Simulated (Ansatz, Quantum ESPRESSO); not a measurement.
# From contact to tunnelling: vacuum gaps between two Na(110) faces, part 3 of 5

Aim: how the conductance falls as the barrier grows, for vacuum gaps between two Na(110) faces.

Quantum ESPRESSO 7.5; plane-wave DFT, LDA, GBRV ultrasoft pseudopotentials; cross-check by Ansatz 0.2.0 with PAW datasets.

So far. Step 2 (SCF with pw.x, 5 Å): The run needed 11 iterations to bring the estimated error under 1e-07 Ry; the largest force on any atom, held or free, is 0.04 eV/Å.

### Step 4. The same in Ansatz, 5 Å

A second code with its own PAW datasets, on the same atoms.

Level of this step: plane-wave DFT, LDA, Ansatz PAW (Ansatz 0.2.0).

File input.yaml:

```yaml
crystal:
  lattice:
    - [4.2, 0.0, 0.0]
    - [2.1, 2.969848481, 0.0]
    - [0.0, 0.0, 37.6683332908]
  atoms:
    - { symbol: Na, position: [0.0, 0.0, 0.0] }
    - { symbol: Na, position: [0.5, 0.0, 0.0788420464] }
    - { symbol: Na, position: [0.0, 0.0, 0.1576840928] }
    - { symbol: Na, position: [0.5, 0.0, 0.2365261392] }
    - { symbol: Na, position: [0.0, 0.0, 0.3153681856] }
    - { symbol: Na, position: [0.5, 0.0, 0.394210232] }
    - { symbol: Na, position: [0.0, 0.0, 0.5269477216] }
    - { symbol: Na, position: [0.5, 0.0, 0.605789768] }
    - { symbol: Na, position: [0.0, 0.0, 0.6846318144] }
    - { symbol: Na, position: [0.5, 0.0, 0.7634738608] }
    - { symbol: Na, position: [0.0, 0.0, 0.8423159072] }
    - { symbol: Na, position: [0.5, 0.0, 0.9211579536] }
kpoints:
  mp_grid: { grid: [7, 8, 1] }
hamiltonian:
  xc: lda
scf:
  occupations: { method: fermi_dirac, width: 0.1 }
  convergence: { dr2_threshold: 1.0e-08 }
output:
  transmission: { leads: [[0, 2]], e_range: [-0.4, 0.4], de: 0.4, kmesh: [8, 8] }
  write_potential: true
  write_density: true
  volumetric_format: npy
  elf: true
```

The run is started by

```sh
$ ansatz run input.yaml --threads 4 --pin off --max-ram 8192MiB --backend cpu --events-out ev --progress --plain --runs-dir out
```

Numbers of over 12 decimals in the logs are rounded to 6 here.

The log of the run:

```text
Warning: crystal.symmetry: narrowed to the stabiliser of the k-point mesh — unitary ops 8 → 4; excluded 4 operations that carry a point of the 7×8×1 mesh (shift [0, 0, 0]) off the mesh (the run samples exactly the mesh kpoints.mp_grid names, as under crystal.symmetry.detect: false, and its converged state has the mesh's symmetry, not the crystal's; ε∞, the Born charges and the force constants of a linear response (`dielectric:` by the response, `phonons.method: dfpt`) are averaged over those of the crystal's operations that the state keeps within a tolerance, where `mesh_tensors`, `unaveraged_element` or `gamma_mean_max_change_ev_ang2` stands beside them; [rest of the remark cut]
Engine: ansatz 0.2.0, aarch64-unknown-linux-gnu
Pseudopotentials: kind: paw
Pseudopotential: Na, paw, valence charge 9, recommended cutoff 420 eV (normal), Na.paw.azcp
Functional definition: SPW92
  exchange = slater_x
  correlation = pw_c
Crystal: 12 atoms, lattice volume = 469.851 Å³
Basis set: ecut = 420 eV, 9003 PW (Γ)
Bands: 66, of which v1, the nominal top of the filled ones, is band 54 counted from 1 (53 counted from 0)
Symmetry: 4 space group operations
k-points: 29 of 56
Non-local potential: Na, projectors of the file, l = 0: 3, l = 1: 2, l = 2: 1
PAW form: soft (Blöchl's): semilocal exchange-correlation on the pseudo side does not see the compensation charge
PAW frozen core: Na, regenerated for the run's functional, and the local potential with it (the file was generated under x = pbe(κ = 0.804, μ = 0.219515), c = pbe(β = 0.066725))
PAW one-centre angular grid: Na, 110 points (default); XC on 64 Gauss nodes
Initial density: superposition of atomic densities (neutral atoms: chi_scale 0, normalization atom), corrected by the library's trained network
Initial wavefunctions: pseudopotential atomic-orbital guess
Functional: x = slater, c = lda
SCF iter   1: F=—  HF=-17599.051066 eV  |F-HF|=—  |Δ(HF+E_count)|=         —  Δρ=5.36e-3  dr2=1.87e0  ethr=1.77e-3  ⟨swp⟩=9.6  Hψ=7716  notcnv=0  defer=9
preconditioner: auto → LDOS  [metal: Δε(μ)=0.015 eV  Ē_g=3.164 eV  σ=0.100 eV  W_gap=0.04  n_scr=82 (ndim 8)  ℏωp=5.9 eV  f_vac=0.046  D(μ)=5.70/eV (n_scr^D=16)  β→1.0]
SCF iter   2: F=—  HF=-17599.006293 eV  |F-HF|=—  |Δ(HF+E_count)|=   4.48e-2  Δρ=4.10e-3  dr2=5.96e-2  ethr=1.73e-3  ⟨swp⟩=3.1  Hψ=3194  notcnv=0  defer=4
SCF iter   3: F=—  HF=-17598.979582 eV  |F-HF|=—  |Δ(HF+E_count)|=   2.67e-2  Δρ=8.26e-4  dr2=2.78e-3  ethr=5.52e-5  ⟨swp⟩=2.0  Hψ=3369  notcnv=0  defer=6
SCF iter   4: F=—  HF=-17598.978505 eV  |F-HF|=—  |Δ(HF+E_count)|=   1.08e-3  Δρ=7.25e-5  dr2=9.14e-5  ethr=2.58e-6  ⟨swp⟩=2.0  Hψ=3299  notcnv=0  defer=6
SCF iter   5: F=—  HF=-17598.978501 eV  |F-HF|=—  |Δ(HF+E_count)|=   4.59e-6  Δρ=8.83e-6  dr2=1.98e-6  ethr=8.46e-8  ⟨swp⟩=1.9  Hψ=2057  notcnv=0  defer=6
SCF iter   6: F=—  HF=-17598.978656 eV  |F-HF|=—  |Δ(HF+E_count)|=   1.56e-4  Δρ=2.65e-6  dr2=4.49e-8  ethr=1.83e-9  ⟨swp⟩=2.0  Hψ=2939  notcnv=0  defer=3
SCF iter   7: F=-17598.978656 eV  HF=-17598.978656 eV  |F-HF|=8.77e-9  |Δ(HF+E_count)|=   1.09e-8  Δρ=1.64e-6  dr2=8.46e-9  ethr=9.26e-12  ⟨swp⟩=8.7  Hψ=7076  notcnv=0
SCF 1 converged in 7 iterations: F = -17598.978656 eV  dr2 = 8.46e-9
  greatest PAW one-centre occupation: 0.999 electrons in one spin orbital (limit 2), on the Na atom at site 10 (counted from 0), in its partial waves of l = 0
transmission: 164 of 1632 steps passed
transmission: 328 of 1632 steps passed
[...]
transmission: 1632 of 1632 steps passed
SCF converged after 7 iterations
Free energy (F): -17598.978656 eV
Harris-Foulkes:  -17598.978656 eV  (|F-HF|=8.77e-9)
Internal energy: -17598.789155 eV  (E = F + TS)
E sigma→0 (E₀):  -17598.883906 eV
Entropy (-TS):   -0.189502 eV (-15.792 meV/atom)
Fermi energy:    1.357090 eV
--- Per-component energies (eV) ---
  E_band       = -2931.382764
  E_kinetic    = 1439.543290
  E_local      = -19020.854059  (includes V_loc(G=0)·N_el)
  E_nonlocal   = 1399.042800
  E_hartree    = 7158.812255
  E_xc         = -446.763290
  E_vxc        = -581.302914  (∫ρ·V_xc dr)
  E_paw        = -2936.179057  (= ΣΔE_a)
  E_vpaw       = -485.437863  (= ΣTr[D̂ρ^β])
  E_aug_tail   = -0.000185  (compensation charges beyond the density's cutoff)
  E_ewald      = -5194.081589
  E_core_change = 1.690680  (= ΣΔE_core)
  E_smearing   = -0.189502  (= −TS)
  E_closure    = 0.000000  (closes the sum)
  Σ components = -17598.978656   (vs F -17598.978656, Δ=0.00e0)
--- Band table (eV; the first three rows and the last of 29) ---
  k-point 0: bands = [... 50 lower, -1.7096, -1.4954, -1.3069, -0.9399, -0.7036, -0.1695, 0.0752, 0.8160, ... 8 higher]
  k-point 1: bands = [... 50 lower, -1.4361, -1.2230, -1.0353, -0.6700, -0.4346, 0.0972, 0.3407, 1.0788, ... 8 higher]
  k-point 2: bands = [... 50 lower, -0.6240, -0.4139, -0.2284, 0.1318, 0.3647, 0.8894, 1.1300, 1.8589, ... 8 higher]
  k-point 28: bands = [... 50 lower, 1.5088, 1.6131, 1.6917, 1.7065, 1.7992, 1.8816, 1.9919, 2.1468, ... 8 higher]
--- Transmission ---
  basis      : 103 plane waves across, 48 finite elements along
  points     : 34, standing for a mesh of 8 x 8
  energies   : 3 from -0.400000 to 0.400000 eV about the Fermi level, 0.400000 eV apart; the leads are filled to 0.000000 eV, and channels, transmission and decay are at 0.000000 eV
  crystal 0  : Na2, at the sites [0, 2], period 5.9397 Å, over 35.64 Å; its Hamiltonian steps by up to 5.4 meV
    offset         : up to 0.0000 Å between an atom of the period and one for which it stands
    channels       : 8.593750e-1 a spin
    conductance    : none, the energies end too early or step too widely for 300 K: set another output.transmission.e_range or a lower de, or, where they end at an eighth of basis.ecutwfc, a higher one
    slowest decay  : 0.1684 /Å at (0.1250, 0.5000)
  junction   : crystal 0 to crystal 0, -1.48 to 30.24 Å
    transmission   : 3.228927e-1 a spin
    conductance    : none, the energies end too early or step too widely for 300 K: set another output.transmission.e_range or a lower de, or, where they end at an eighth of basis.ecutwfc, a higher one
```

Wall time 47 s (4 threads of Arm Neoverse V1, shared host); peak memory 1.2 GiB; 2.9 min of CPU time.

This step gave:

| Quantity | Value |
| --- | --- |
| free energy | -17598.9787 eV |
| energy at zero smearing | -17598.8839 eV |
| smearing term TS | 0.1895 eV |
| Fermi energy | 1.357 eV |
| symmetry operations | 4 |
| transmission at the Fermi level, one spin | 0.3229 |
| step of the lead's Hamiltonian over a period | 5.4 meV |

Per spin; mean over the k mesh across the current. Transmission, zone mean against energy, zero at the Fermi level:

```csv
energy (eV),"transmission, zone mean"
-0.400,0.237
0.000,0.323
0.400,0.424
```

Per spin; mean over the k mesh across the current. Table of open channels, zone mean by energy, zero at the Fermi level:

```csv
energy (eV),"open channels, zone mean"
-0.400,0.734
0.000,0.859
0.400,0.984
```

Valence density in the ca plane at fractional y = 0.000, with atoms of Na within 0.2 Å of it. It is the smooth field of the valence electrons, not physical close to the nuclei.

Values in units of 1e0 e/Å³, 6 rows by 16 columns, each cell a mean:
```
1.2 4.5 0.1 0.0 0.0 0.0 0.0 0.0 1.2 4.5 0.1 0.0 0.0 0.0 1.5 4.3
0.0 0.1 0.0 0.1 0.2 0.0 0.0 0.0 0.0 0.1 0.0 0.1 0.2 0.0 0.1 0.1
0.0 0.0 0.0 2.4 7.5 0.0 0.0 0.0 0.0 0.0 0.0 2.4 7.5 0.1 0.0 0.0
0.0 0.0 0.0 1.4 4.5 0.0 0.0 0.0 0.0 0.0 0.0 1.4 4.5 0.1 0.0 0.0
0.1 0.3 0.0 0.0 0.1 0.0 0.0 0.0 0.1 0.3 0.0 0.0 0.1 0.0 0.1 0.3
2.2 7.8 0.1 0.0 0.0 0.0 0.0 0.0 2.2 7.7 0.1 0.0 0.0 0.0 2.6 7.3
```
Columns run along c (16.0 Å, from fractional 0.29 to 0.71 of the cell), rows up along a (4.2 Å). Atoms in or near the plane, at fractional coordinates: Na at (0.32, 0.00), Na at (0.39, 0.50), Na at (0.53, 0.00), Na at (0.61, 0.50), Na at (0.68, 0.00).

ELF in the ca plane at fractional y = 0.000, with atoms of Na within 0.2 Å of it. It is the smooth field of the valence electrons, not physical close to the nuclei.

Ten even steps from '0' (0.03) to '9' (0.60), each cell a mean:
```
07879403898888753222200787940377667873049788
02685004742113453222200278500463111365005872
20000035300000023222330000003520000025300000
63212464016862002222454322357401686103642123
87766762059696002222467888897205969601777667
88877762068487002222468999997206848701688778
76444663038994002222456555677303899402765445
41000145102420013222342000025510242014520001
00242015520001243222310034201541000145101330
04999203776556653222200599820366444674028995
08748602799999763222101874850277778873059469
```
Columns run along c (16.0 Å, from fractional 0.29 to 0.71 of the cell), rows up along a (4.2 Å). Atoms in or near the plane, at fractional coordinates: Na at (0.32, 0.00), Na at (0.39, 0.50), Na at (0.53, 0.00), Na at (0.61, 0.50), Na at (0.68, 0.00).

Ansatz finds T = 0.323 against pwcond's 0.317.

### Step 5. Ground state, 6 Å

Level of this step: plane-wave DFT, LDA, GBRV ultrasoft pseudopotentials (Quantum ESPRESSO 7.5).

File j1.scf.in:

```
&control
  prefix = 'j1.scf'
  outdir = './out'
  pseudo_dir = './pseudo'
  calculation = 'scf'
  tprnfor = .true.
/
&system
  ibrav = 0
  nat = 12
  ntyp = 1
  ecutwfc = 40
  ecutrho = 200
  occupations = 'smearing'
  smearing = 'mv'
  degauss = 0.01
/
&electrons
  conv_thr = 1e-07
  mixing_beta = 0.25
  electron_maxstep = 120
  mixing_mode = 'local-TF'
/
ATOMIC_SPECIES
  Na  22.9898  na_lda_v1.5.uspp.F.UPF
CELL_PARAMETERS angstrom
  4.20000000000000 0.00000000000000 0.00000000000000
  2.10000000000000 2.96984848098350 0.00000000000000
  0.00000000000000 0.00000000000000 38.66833329081850
ATOMIC_POSITIONS crystal
  Na  0.000000000000 0.000000000000 0.000000000000
  Na  0.500000000000 0.000000000000 0.076803115838
  Na  0.000000000000 0.000000000000 0.153606231675
  Na  0.500000000000 0.000000000000 0.230409347513
  Na  0.000000000000 0.000000000000 0.307212463351
  Na  0.500000000000 0.000000000000 0.384015579188
  Na  0.000000000000 0.000000000000 0.539181304974
  Na  0.500000000000 0.000000000000 0.615984420812
  Na  0.000000000000 0.000000000000 0.692787536649
  Na  0.500000000000 0.000000000000 0.769590652487
  Na  0.000000000000 0.000000000000 0.846393768325
  Na  0.500000000000 0.000000000000 0.923196884162
K_POINTS automatic
  7 8 1 0 0 0
```

The run is started by

```sh
$ OMP_NUM_THREADS=1 mpirun -n 4 pw.x -nk 4 -in j1.scf.in > j1.scf.out
```

The log of the run:

```text
[banner, memory and clock lines left out]
Program PWSCF v.7.5 starts
[...]
Message from routine setup:
[...]
number of electrons       =       108.00
     number of Kohn-Sham states=           65
     kinetic-energy cutoff     =      40.0000  Ry
     charge density cutoff     =     200.0000  Ry
[...]
number of k points=    29  Marzari-Vanderbilt smearing, width (Ry)=  0.0100
[...]
Dense  grid:   155621 G-vectors     FFT dimensions: (  36,  32, 360)
[...]
Starting wfcs are   60 randomized atomic wfcs +    5 random wfcs
[...]
estimated scf accuracy    <       0.30097948 Ry
[...]
estimated scf accuracy    <       0.21452642 Ry
[...]
estimated scf accuracy    <       0.00486600 Ry
[...]
estimated scf accuracy    <       0.00582462 Ry
[...]
estimated scf accuracy    <       0.00040475 Ry
[...]
estimated scf accuracy    <       0.00023644 Ry
[...]
estimated scf accuracy    <       0.00000379 Ry
[...]
estimated scf accuracy    <       0.00000334 Ry
[...]
estimated scf accuracy    <       0.00000075 Ry
[...]
estimated scf accuracy    <       0.00000107 Ry
[...]
the Fermi energy is     1.1212 ev
!    total energy              =   -1141.52932056 Ry
     estimated scf accuracy    <       0.00000002 Ry
     smearing contrib. (-TS)   =      -0.00064336 Ry
     internal energy E=F+TS    =   -1141.52867721 Ry
[...]
one-electron contribution =   -1326.96742163 Ry
     hartree contribution      =     664.46390171 Ry
     xc contribution           =    -166.75935419 Ry
     ewald contribution        =    -312.26580309 Ry
     convergence has been achieved in  11 iterations
[...]
Total force =     0.001686     Total SCF correction =     0.000152
[...]
```

Wall time 3.3 min (4 MPI ranks); peak memory 1.3 GiB; 13 min of CPU time.

Read from the output:

```
free energy  : -15531.2976 eV
Fermi energy : 1.121 eV
```

### Step 6. The open system, 6 Å

File j1.cond.in:

```
&inputcond
  outdir = './out'
  prefixt = 'j1.scf'
  tran_file = 'j1.cond.dat'
  bdl = 1.4142135619
  bds = 9.2067460214
  ikind = 1
  ewind = 4.0
  epsproj = 1e-05
  nz1 = 7
  energy0 = 0.4
  denergy = -0.4
/
21
  0.00000000 0.00000000 0.01562500
  0.00000000 0.12500000 0.03125000
  0.00000000 0.25000000 0.03125000
  0.00000000 0.37500000 0.03125000
  0.00000000 0.50000000 0.01562500
  0.12500000 0.00000000 0.06250000
  0.12500000 0.25000000 0.06250000
  0.12500000 0.37500000 0.06250000
  0.12500000 0.50000000 0.06250000
  0.25000000 0.00000000 0.06250000
  0.25000000 0.12500000 0.03125000
  0.25000000 0.37500000 0.06250000
  0.25000000 0.50000000 0.06250000
  0.25000000 0.62500000 0.03125000
  0.37500000 0.00000000 0.06250000
  0.37500000 0.12500000 0.06250000
  0.37500000 0.50000000 0.06250000
  0.37500000 0.62500000 0.06250000
  0.50000000 0.00000000 0.03125000
  0.50000000 0.12500000 0.06250000
  0.50000000 0.25000000 0.03125000
3
```

The run is started by

```sh
$ OMP_NUM_THREADS=1 mpirun -n 4 pwcond.x -in j1.cond.in > j1.cond.out
```

The log of the run:

```text
[banner, memory and clock lines left out]
Program PWCOND v.7.5 starts
[citation notice left out]

[...]
./out/j1.scf.save/

     IMPORTANT: XC functional enforced from input :
     Exchange-correlation= PZ
                           (   1   1   0   0   0   0   0)
     Any further DFT definition will be discarded
     Please, verify this is what you really want

     Reading collected, re-writing distributed wavefunctions

===== INPUT FILE containing all the regions =====

     GEOMETRY:

     lattice parameter (alat)  =       7.9368  a.u.
[...]
---  E-Ef =   -0.4000000  k =    0.5000000   0.2500000
---  ie =          3  ik =         21
 Nchannels of the left tip =            1
 Right moving states:
   k1(2pi/a)   k2(2pi/a)   E-Ef (eV)
   0.4233463   0.0000202  -0.4000000
 Left moving states:
   k1(2pi/a)   k2(2pi/a)   E-Ef (eV)
  -0.4233464   0.0000202  -0.4000000

 to transmit
 Band j to band i transmissions and reflections:
    j         i     |T_ij|^2    |R_ij|^2

    1 -->     1     0.02274     0.97726
   Total T_j, R_j =    0.02274  0.97726

E-Ef(ev), T(x2 spins) =   -0.4000000   0.0454872
   T_tot     0.40000      0.51957E+00
   T_tot     0.00000      0.24851E+00
   T_tot    -0.40000      0.15222E+00

[...]
```

Run time: 2.4 min. Hardware: 4 MPI ranks; peak memory 0.38 GiB; 9.6 min of CPU time.

Read from the output:

| Item | Value |
| --- | --- |
| transmission at the Fermi level, one spin | 0.1243 |
| conductance | 0.1243 G₀ |

Per spin; mean over the k mesh across the current. Transmission, zone mean against energy, zero at the Fermi level:

```csv
energy (eV),"transmission, zone mean"
-0.400,0.0761
0.000,0.124
0.400,0.260
```

T goes from 0.317 to 0.124, a factor of 2.6.

### Step 7. The same in Ansatz, 6 Å

Level of this step: plane-wave DFT, LDA, Ansatz PAW (Ansatz 0.2.0).

input.yaml, the sections that differ from step 4:

```yaml
crystal:
  lattice:
    - [4.2, 0.0, 0.0]
    - [2.1, 2.969848481, 0.0]
    - [0.0, 0.0, 38.6683332908]
  atoms:
    - { symbol: Na, position: [0.0, 0.0, 0.0] }
    - { symbol: Na, position: [0.5, 0.0, 0.0768031158] }
    - { symbol: Na, position: [0.0, 0.0, 0.1536062317] }
    - { symbol: Na, position: [0.5, 0.0, 0.2304093475] }
    - { symbol: Na, position: [0.0, 0.0, 0.3072124634] }
    - { symbol: Na, position: [0.5, 0.0, 0.3840155792] }
    - { symbol: Na, position: [0.0, 0.0, 0.539181305] }
    - { symbol: Na, position: [0.5, 0.0, 0.6159844208] }
    - { symbol: Na, position: [0.0, 0.0, 0.6927875366] }
    - { symbol: Na, position: [0.5, 0.0, 0.7695906525] }
    - { symbol: Na, position: [0.0, 0.0, 0.8463937683] }
    - { symbol: Na, position: [0.5, 0.0, 0.9231968842] }
# kpoints, hamiltonian, scf, output: as in step 4
```

The run is started by

```sh
$ ansatz run input.yaml --threads 4 --pin off --max-ram 8192MiB --backend cpu --events-out ev --progress --plain --runs-dir out
```

The log of the run:

```text
[...]
Crystal: 12 atoms, lattice volume = 482.324 Å³
Basis set: ecut = 420 eV, 9255 PW (Γ)
Bands: 66, of which v1, the nominal top of the filled ones, is band 54 counted from 1 (53 counted from 0)
Symmetry: 4 space group operations
k-points: 29 of 56
[...]
k-point 28: bands = [... 50 lower, 1.4113, 1.5102, 1.5852, 1.5924, 1.7014, 1.7937, 1.8786, 2.0482, ... 8 higher]
--- Transmission ---
  basis      : 103 plane waves across, 49 finite elements along
  points     : 34, standing for a mesh of 8 x 8
[...]
channels       : 8.593750e-1 a spin
[...]
slowest decay  : 0.1686 /Å at (0.1250, 0.5000)
  junction   : crystal 0 to crystal 0, 1.48 to 34.21 Å
    transmission   : 1.258411e-1 a spin
[...]
[key lines of the parts left out:]
SCF converged after 8 iterations
Free energy (F): -17598.909969 eV
Fermi energy:    1.252307 eV
```

The job ended after 52 s (4 threads; peak memory 1.3 GiB).

Read from the output:

- free energy: -17598.9100 eV
- energy at zero smearing: -17598.8114 eV
- smearing term TS: 0.1971 eV
- Fermi energy: 1.252 eV
- transmission at the Fermi level, one spin: 0.1258
- step of the lead's Hamiltonian over a period: 5.7 meV

Per spin; mean over the k mesh across the current. Table of transmission, zone mean by energy, zero at the Fermi level:

```csv
energy (eV),"transmission, zone mean"
-0.400,0.0767
0.000,0.126
0.400,0.200
```

Ansatz finds T = 0.126 against pwcond's 0.124.

[end of part 3 of 5]

[Logs are printed without paths, hosts, clocks, repeated set-up lines and the standing remarks that a program may print on its own settings, such as how far it seeks lower states.]

[Hosts, paths, dates, database ids (printed as entryN), source tags and the programs' standing remarks are cut or masked in the printed files.]

[Maps of the electrostatic potential energy from Ansatz leave out the sawtooth potential of an applied field or a dipole correction, so their vacuum need not be flat; planar profiles and work functions include it.]
